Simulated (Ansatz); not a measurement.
**Tc of Ga (Cmce) from its phonons**

Aim: the phonon-mediated transition temperature of Ga (Cmce) at ambient pressure, over a range of μ*. The cell shown first is the database's, unrelaxed.

Calculated with Ansatz 0.2.0; DFT PBE, scalar-relativistic, plane waves, PAW; PAW set soft_1, in the first sound run; inputs show where later runs differ.

**Measured values to reproduce.**

For Ga (bulk crystal), “List of superconductors” (2026, Wikipedia's table of superconducting elements, as read in December) quotes earlier work: superconducting transition temperature (bulk, normal pressure) 1.083 K.

Report form: the programs' logs are mostly left out.

In doubt: the program doubts the meshes or the phonons of the coupling sums, which bears on λ, Tc and transport values.

### 1. Set-up

It takes space group Cmce (No. 64, orthorhombic). Conventional cell: a = 4.523 Å, b = 7.661 Å, c = 4.524 Å, α = 90.00°, β = 90.00°, γ = 90.00°. Ga has 5 Ga at 2.48 to 2.73 Å nearest.

Structure file:

```cif
data_structure
_symmetry_space_group_name_H-M 'P 1'
_symmetry_Int_Tables_number 1
_cell_length_a 4.4483
_cell_length_b 4.4483
_cell_length_c 4.5240
_cell_angle_alpha 90.000
_cell_angle_beta 90.000
_cell_angle_gamma 118.885
_cell_volume 78.38
loop_
_atom_site_label
_atom_site_type_symbol
_atom_site_fract_x
_atom_site_fract_y
_atom_site_fract_z
_atom_site_occupancy
Ga1 Ga 0.84510 0.15490 0.08100 1
Ga2 Ga 0.65490 0.34510 0.58100 1
Ga3 Ga 0.15490 0.84510 0.91900 1
Ga4 Ga 0.34510 0.65490 0.41900 1
```

### 2. Electron–phonon run: the database cell, unrelaxed

The run that gives the couplings also evaluates McMillan's and Allen and Dynes's formulas and, where asked, the Eliashberg equations, over a range of μ*.

input.yaml

```yaml
crystal:
  lattice:
    - [2.2615, -3.8305, 0.0]
    - [2.2615, 3.8305, 0.0]
    - [0.0, 0.0, 4.524]
  atoms:
    - { symbol: Ga, position: [0.8451, 0.1549, 0.081] }
    - { symbol: Ga, position: [0.6549, 0.3451, 0.581] }
    - { symbol: Ga, position: [0.1549, 0.8451, 0.919] }
    - { symbol: Ga, position: [0.3451, 0.6549, 0.419] }
kpoints:
  mp_grid: { grid: [9, 9, 9] }
hamiltonian:
  xc: pbe
  pseudopotentials: { kind: paw, azcp: { folder: soft_1 } }
scf:
  occupations: { method: methfessel_paxton, width: 0.2 }
output:
  eigenvalues: true
phonons:
  method: dfpt
  qmesh: [3, 3, 3]
  temperatures: { t_max: 1000, t_step: 50 }
  qpath:
    path:
      - [[0.0, 0.0, 0.0], [-0.5, 0.5, 0.0]]
      - [[0.0, 0.0, 0.0], [0.0, 0.0, 0.5]]
    npoints: 6
  electrical_resistivity:
    mesh: [16, 16, 12]
    temperatures: [20.0, 50.0, 80.0, 100.0, 150.0, 200.0, 273.0, 300.0, 400.0, 500.0, 600.0, 800.0]
  superconductivity: { mesh: [16, 16, 12], eliashberg_equations: false }
```

The run is started by

```sh
$ ansatz run input.yaml --threads 16 --pin off --max-ram 92160MiB --backend cuda --events-out ev --progress --plain --runs-dir out --max-vram 78GiB
```

Wall time 2 min (1 × NVIDIA GB200 with 16 threads of Arm Neoverse V2, shared host); peak memory 5.2 GiB; 11 min of CPU time.

This step gave:

| Quantity | Value |
| --- | --- |
| volume per atom | 19.59 Å³/atom |
| metallic on mesh | yes |
| gap on the k-mesh | 0 eV |
| zero point energy | 0.09322 eV/cell |
| share of imaginary modes in the plain interpolation between solved wavevectors | 3.00e-4 |
| highest frequency, solved or plainly interpolated | 239.3 cm⁻¹ |
| Debye temperature (second moment) | 260 K |
| resistivity at 300 K | 25.7 μΩ cm, mean of the axes |
| coupling constant λ | 0.413 |
| density of states at the Fermi level | 0.3829 states/eV a spin and cell |
| log mean phonon energy ħω_log | 10.75 meV |
| transport coupling constant λ_tr | 0.4416, 0.4021, 0.3785 (xx, yy, zz) |
| Drude plasma energy | 7.734, 2.919, 5.425 eV (xx, yy, zz) |
| resistivity times mean free path | 10.87, 53.39, 18.99 × 10⁻¹⁶ Ω m² (xx, yy, zz) |
| second-moment phonon energy ħω₂ | 14.20 meV |

Transition temperatures:

| μ* | McMillan Tc (K) | Allen–Dynes Tc (K) |
| --- | --- | --- |
| 0.08 | 0.944 | 0.962 |
| 0.1 | 0.626 | 0.637 |
| 0.12 | 0.384 | 0.39 |
| 0.13 | 0.289 | 0.294 |
| 0.14 | 0.212 | 0.215 |
| 0.16 | 0.102 | 0.103 |
| 0.2 | 0.0118 | 0.012 |

### 3. Resistivity: PseudoDojo files

Another set of potentials is tried, at its own relaxed cell, which can differ from that of the runs before.

This step: DFT PBE, scalar-relativistic, plane waves, PseudoDojo norm-conserving pseudopotentials (Ansatz 0.2.0).

input.yaml

```yaml
crystal:
  lattice:
    - [2.3258418149, -3.8868278819, 0.0]
    - [2.3258418149, 3.8868278819, 0.0]
    - [0.0, 0.0, 4.5076156087]
  atoms:
    - { symbol: Ga, position: [0.844222801, 0.155777199, 0.0824648104] }
    - { symbol: Ga, position: [0.655777199, 0.344222801, 0.5824648104] }
    - { symbol: Ga, position: [0.155777199, 0.844222801, 0.9175351896] }
    - { symbol: Ga, position: [0.344222801, 0.655777199, 0.4175351896] }
kpoints:
  mp_grid: { grid: [9, 9, 9] }
hamiltonian:
  xc: pbe
  pseudopotentials: { kind: nc, accuracy: standard }
scf:
  occupations: { method: methfessel_paxton, width: 0.2 }
output:
  eigenvalues: true
phonons:
  method: dfpt
  qmesh: [3, 3, 3]
  temperatures: { t_max: 1000, t_step: 50 }
  qpath:
    path:
      - [[0.0, 0.0, 0.0], [-0.5, 0.5, 0.0]]
      - [[0.0, 0.0, 0.0], [0.0, 0.0, 0.5]]
    npoints: 6
  electrical_resistivity:
    mesh: [12, 12, 12]
    temperatures: [20.0, 50.0, 80.0, 100.0, 150.0, 200.0, 273.0, 300.0, 400.0, 500.0, 600.0, 800.0]
  superconductivity: { mesh: [12, 12, 12], eliashberg_equations: false }
```

The job ended after 2.5 min (1 × NVIDIA GB200 with 16 threads; peak memory 6.7 GiB; 13 min of CPU time).

Numbers from this step:

* volume per atom: 20.37 Å³/atom
* zero point energy: 0.08766 eV/cell
* share of imaginary modes in the plain interpolation between solved wavevectors: 1.00e-4
* highest frequency, solved or plainly interpolated: 221.3 cm⁻¹
* Debye temperature (second moment): 244 K
* resistivity at 300 K: 28.04 μΩ cm, mean of the axes
* coupling constant λ: 0.4475
* density of states at the Fermi level: 0.4182 states/eV a spin and cell
* log mean phonon energy ħω_log: 10.51 meV
* transport coupling constant λ_tr: 0.4693, 0.4339, 0.4112 (xx, yy, zz)
* Drude plasma energy: 7.425, 2.916, 5.565 eV (xx, yy, zz)
* resistivity times mean free path: 11.41, 52.64, 17.53 × 10⁻¹⁶ Ω m² (xx, yy, zz)
* second-moment phonon energy ħω₂: 13.64 meV

Transition temperatures:

```csv
μ*,McMillan Tc (K),Allen–Dynes Tc (K)
0.08,1.3,1.33
0.1,0.917,0.935
0.12,0.609,0.62
0.13,0.483,0.491
0.14,0.375,0.381
0.16,0.208,0.211
0.2,0.04,0.0405
```

### 4. Resistivity: finite displacements

Finite displacements in a supercell are the other road to force constants and couplings; here with the base functional.

This step: DFT PBE, scalar-relativistic, plane waves, PAW; PAW set soft_1 (Ansatz 0.2.0).

input.yaml

```yaml
crystal:
  lattice:
    - [2.3259903773, -3.8851051375, 0.0]
    - [2.3259903773, 3.8851051375, 0.0]
    - [0.0, 0.0, 4.5024235882]
  atoms:
    - { symbol: Ga, position: [0.8442711505, 0.1557288495, 0.0824748075] }
    - { symbol: Ga, position: [0.6557288495, 0.3442711505, 0.5824748075] }
    - { symbol: Ga, position: [0.1557288495, 0.8442711505, 0.9175251925] }
    - { symbol: Ga, position: [0.3442711505, 0.6557288495, 0.4175251925] }
kpoints:
  mp_grid: { grid: [9, 9, 9] }
hamiltonian:
  xc: pbe
  pseudopotentials: { kind: paw, azcp: { folder: soft_1 } }
scf:
  occupations: { method: methfessel_paxton, width: 0.2 }
output:
  eigenvalues: true
phonons:
  method: fd
  supercell: [3, 3, 3]
  temperatures: { t_max: 1000, t_step: 50 }
  qpath:
    path:
      - [[0.0, 0.0, 0.0], [-0.5, 0.5, 0.0]]
      - [[0.0, 0.0, 0.0], [0.0, 0.0, 0.5]]
    npoints: 6
  electrical_resistivity:
    mesh: [12, 12, 12]
    temperatures: [20.0, 50.0, 80.0, 100.0, 150.0, 200.0, 273.0, 300.0, 400.0, 500.0, 600.0, 800.0]
  superconductivity: { mesh: [12, 12, 12], eliashberg_equations: false }
```

The job ended after 2.5 min (1 × NVIDIA GB200 with 16 threads; peak memory 14 GiB; 13 min of CPU time).

Numbers from this step:

| Quantity | Value |
| --- | --- |
| volume per atom | 20.34 Å³/atom |
| zero point energy | 0.08753 eV/cell |
| highest frequency, solved or plainly interpolated | 221 cm⁻¹ |
| resistivity at 300 K | 28.15 μΩ cm, mean of the axes |
| coupling constant λ | 0.4535 |
| density of states at the Fermi level | 0.4208 states/eV a spin and cell |
| log mean phonon energy ħω_log | 10.47 meV |
| transport coupling constant λ_tr | 0.4774, 0.4385, 0.4168 (xx, yy, zz) |
| Drude plasma energy | 7.424, 2.931, 5.571 eV (xx, yy, zz) |
| resistivity times mean free path | 11.41, 51.79, 17.48 × 10⁻¹⁶ Ω m² (xx, yy, zz) |
| second-moment phonon energy ħω₂ | 13.61 meV |

Transition temperatures:

| μ* | McMillan Tc (K) | Allen–Dynes Tc (K) |
| --- | --- | --- |
| 0.08 | 1.37 | 1.4 |
| 0.1 | 0.973 | 0.992 |
| 0.12 | 0.654 | 0.666 |
| 0.13 | 0.522 | 0.531 |
| 0.14 | 0.408 | 0.415 |
| 0.16 | 0.231 | 0.235 |
| 0.2 | 0.0476 | 0.0483 |

The Eliashberg function α²F has structure finer than the step of the table below, so its rows give means over 1 meV, whole bins alone (the curve runs from 0.11 to 28.0 meV). Peaks (meV: height): α²F 5.6: 0.141, 7.6: 0.174, 13.3: 0.230, 18.3: 0.260, 20.5: 0.267, 26.2: 0.248; α²F tr 5.6: 0.156, 7.6: 0.187, 13.3: 0.227, 18.3: 0.243, 20.5: 0.229, 26.2: 0.231.

Eliashberg function α²F against phonon energy; means over each step:

```csv
phonon energy (meV),α²F,α²F tr
1,1.3e-4,6.2e-5
2,0.00229,0.00150
3,0.00978,0.00764
4,0.0381,0.0340
5,0.0999,0.103
6,0.0988,0.110
7,0.140,0.149
8,0.145,0.161
9,0.0810,0.0862
10,0.0720,0.0597
11,0.101,0.0977
12,0.164,0.172
13,0.206,0.206
14,0.142,0.142
15,0.0823,0.0774
16,0.0955,0.0855
17,0.127,0.110
18,0.207,0.193
19,0.219,0.195
20,0.221,0.192
21,0.142,0.121
22,0.0275,0.0256
23,0,0
24,8.0e-6,2.5e-6
25,0.0279,0.0214
26,0.172,0.161
27,0.112,0.0911
```

### 5. What came out

```
meshes                        : supercell 3×3×3, k 9×9×9, scattering 12×12×12
coupling constant λ           : 0.454
log mean phonon energy ħω_log : 10.5 meV
Allen–Dynes Tc at μ* = 0.1    : 0.992 K
Allen–Dynes Tc at μ* = 0.13   : 0.531 K
```

In words: In the last run (PBE, finite displacements, supercell 3×3×3, k 9×9×9, scattering 12×12×12), with λ = 0.45 and ħω_log = 10.5 meV, Tc at μ* = 0.13 is 0.52 K by McMillan's formula and 0.53 K by Allen and Dynes's. Allen and Dynes's formula meets the measured 1.083 K at μ* near 0.09. Raising μ* from 0.10 to 0.16 lowers the Allen–Dynes value from 0.99 to 0.23 K. By the run's own test λ is not converged in the fine mesh: it moves by 9 % between the two finest. The run's transport test calls it not converged in the mesh; ρ(300 K) moves by 37 % in the component that moves most. λ of these runs moves by 9 to 9 % between their two finest meshes, and Tc by more, so small gaps between the runs or to the measured value rank nothing. In 3 of the runs shown, the last among them, the interpolated phonons dip below zero somewhere, which the program warns of. Over the runs, λ takes the values 0.413, 0.448 and 0.454, in the order shown. μ* is a typed number, phonons are harmonic, and spin fluctuations are left out; at μ* = 0.13 McMillan's formula turns 1 % in λ into about 6.0 % in Tc.

Comparison with the measured values:

| quantity | measured | Allen–Dynes, PBE, q 3×3×3, fine 16×16×12, database cell | Allen–Dynes, PBE, q 3×3×3, fine 12×12×12, PseudoDojo files | Allen–Dynes, PBE, q 3×3×3, fine 12×12×12, displacements |
| --- | --- | --- | --- | --- |
| superconducting transition temperature (μ* = 0.13) (kelvin) | 1.083 | 0.29 (-72.9 %) | 0.49 (-54.7 %) | 0.53 (-51.0 %) |

Measured values from Wikipedia's table of superconducting elements, as read in December (2026).

Verdict: For the superconducting transition temperature, of the levels listed nearest comes Allen–Dynes, PBE, q 3×3×3, fine 12×12×12, displacements (-51.0 %) and farthest Allen–Dynes, PBE, q 3×3×3, fine 16×16×12, database cell (-72.9 %). Limits of convergence are named above.

[Logs are printed without paths, hosts, clocks, repeated set-up lines and the standing remarks that a program may print on its own settings, such as how far it seeks lower states.]

[Hosts, paths, dates, database ids (printed as entryN), source tags and the programs' standing remarks are cut or masked in the printed files.]
